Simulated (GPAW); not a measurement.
SiC (F-43m): refractive index against wavelength

The refractive index of SiC (F-43m) below the direct gap (4.54 eV on the mesh) is read from one computed spectrum, n = √(Re ε).

Cell: a, b, c = 3.082, 3.082, 3.082 Å (primitive vectors), 2 atoms.

Method: GPAW 26.7.0, PBE, RPA, k-mesh 14×14×14, local fields up to 60 eV, Lorentzian half width 0.2 eV.

Launch of the response step: `OMP_NUM_THREADS=1 python df.py`. The run took 20 s, its band step included, on 1 thread of Arm Neoverse V1 (shared host).

```
wavelength (nm)  photon energy E (eV)       n
           1064                 1.165  2.6203
            850                 1.459  2.6371
            700                 1.771  2.6600
            633                 1.959  2.6764
            532                 2.331  2.7158
            450                 2.755  2.7738
            405                 3.061       ?
```

In the single-oscillator model n² − 1 = E₀E_d/(E₀² − E²), so 1/(n² − 1) = E₀/E_d − E²/(E₀E_d) is linear in E².

Working, on the rows shown:

| x = E² (eV²) | y = 1/(n² − 1) |
| --- | --- |
| 1.35784 | 0.170475 |
| 2.12762 | 0.167946 |
| 3.13716 | 0.164593 |
| 3.83641 | 0.162256 |
| 5.43137 | 0.156849 |
| 7.59115 | 0.149388 |

Means: x̄ = 3.9136, ȳ = 0.16192. Σ(x − x̄)(y − ȳ) = -0.08851, Σ(x − x̄)² = 26.16. Slope = -0.08851 / 26.16 = -0.003384; intercept = ȳ − slope · x̄ = 0.17516. Turned back into n, the line misses the rows shown by at most 0.00069.

Task: Fill in the last column of the withheld row.

Result: At x = 9.3718 the line gives y = 0.14345, that is 2.8233. The run gave 2.8267, so the extrapolation is off by 0.0034, 1.6 % of the range in the table.

Refitted with all rows, the slope is -0.003419 and the intercept 0.17527. These give E₀ = √(intercept/−slope) = 7.16 eV and E_d = E₀/intercept = 40.8 eV; E₀ is 1.6 times the direct gap. The electronic limit at long wavelengths, without lattice vibrations, is n = √(1 + 1/intercept) = 2.589. Excitons are left out; PBE gaps are as a rule too small. The values come from a sum over the points of one k-mesh and carry its error, which grows as the direct gap shrinks. The local-field cutoff holds few shells of reciprocal vectors for this small cell, so ε∞ can read a few per cent high.

[Logs are printed without paths, hosts, clocks, repeated set-up lines and the standing remarks that a program may print on its own settings, such as how far it seeks lower states.]
